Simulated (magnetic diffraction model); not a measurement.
## Magnetic neutron pattern of KErGeS4

Space group P2_1 (no. 4), a = 6.5490 Å, b = 6.8010 Å, c = 8.7040 Å, β = 105.76°.

| site | atom | x | y | z |
| --- | --- | --- | --- | --- |
| 2a | Er | 0.2317 | 0.0135 | 0.5524 |
| 2a | Ge | 0.2187 | 0.4748 | 0.3175 |
| 2a | K | 0.2668 | 0.0047 | 0.0675 |
| 2a | S | 0.0190 | 0.7339 | 0.7157 |
| 2a | S | 0.0165 | 0.7437 | 0.3029 |
| 2a | S | 0.4279 | 0.4702 | 0.1623 |
| 2a | S | 0.5709 | 0.9106 | 0.4243 |

The compound is invented for this exercise: a known structure type with other elements, its cell scaled to their sizes and not relaxed.

Only Er is taken to order (form factors of Er3+); orders and moment sizes are assumed, and not adapted to the symmetry. Radiation: neutrons of λ = 2.36 Å, 2° to 35°; isotropic B of 0.15 Å² (Er), 0.2 Å² (Ge), 0.26 Å² (K) and 0.21 Å² (S). Simulated constant-wavelength pattern: nuclear and magnetic terms add, the magnetic one as |2.695 fm × Σ f S⊥ exp(2πi Q·r) exp(−B s²)|², summed over all Q at one angle with the factor 1/(sin²θ cos θ). For a modulated order the moment at position r is S exp(−2πi k·r) + c.c., with S = m/2 for a sine wave of amplitude m and S = m(u + iv)/2 for moments turning in a plane, u and v being orthogonal unit vectors in it; the phase factor of the sum at Q = H + k is then exp(2πi H·r). Free-ion form factors, Sears's scattering lengths of 1992, no absorption; a label names one of the reflections at its angle. The strongest nuclear line in the range is 100, and lines under 0.2 are left out.

Assume the order k = (0 0 0.389), moments turning in the plane of [001] and [100], 8.5 μB on Er; signs + at (0.2317, 0.0135, 0.5524), − at (0.7683, 0.5135, 0.4476).

Predict the pattern, nuclear and magnetic parts apart.

```csv
2θ (°),index,nuclear,magnetic
9.88,(0 0 0.611),0.0,36.4
16.20,(0 0 1),100.0,0.0
20.77,(1 0 -0.389),0.0,76.5
20.97,(0 1 0.389),0.0,290.3
21.16,(1 0 -0.611),0.0,60.8
21.58,(1 0 0),4.0,0.0
22.34,(0 1 0.611),0.0,215.7
22.57,(0 0 1.389),0.0,6.8
23.24,(1 0 -1),9.3,0.0
24.11,(1 0 0.389),0.0,56.4
25.83,(0 1 1),73.2,0.0
26.16,(1 0 0.611),0.0,46.2
26.23,(0 0 1.611),0.0,18.0
26.73,(1 0 -1.389),0.0,37.7
28.98,(1 1 -0.389),0.0,1.5
29.18,(1 0 -1.611),0.0,19.8
29.26,(1 1 -0.611),0.0,20.9
29.58,(1 1 0),4.0,0.0
30.32,(0 1 1.389),0.0,92.0
30.51,(1 0 1),24.9,0.0
30.83,(1 1 -1),1.9,0.0
31.51,(1 1 0.389),0.0,1.2
32.73,(0 0 2),0.4,0.0
33.14,(1 1 0.611),0.0,3.7
33.20,(0 1 1.611),0.0,50.6
33.60,(1 1 -1.389),0.0,14.5
34.06,(1 0 -2),1.2,0.0
```

The strongest magnetic line in the range is (0 1 0.389) at 20.97° (290.3). On top of the Lorentz factor, which all lines share, magnetic lines fade with angle because f falls: for Er3+ it is 0.96, 0.86, 0.73 and 0.47 at sin θ/λ = 0.1, 0.2, 0.3 and 0.5 Å⁻¹, while nuclear lengths stay constant. The order has no net moment.

[Logs are printed without paths, hosts, clocks, repeated set-up lines and the standing remarks that a program may print on its own settings, such as how far it seeks lower states.]
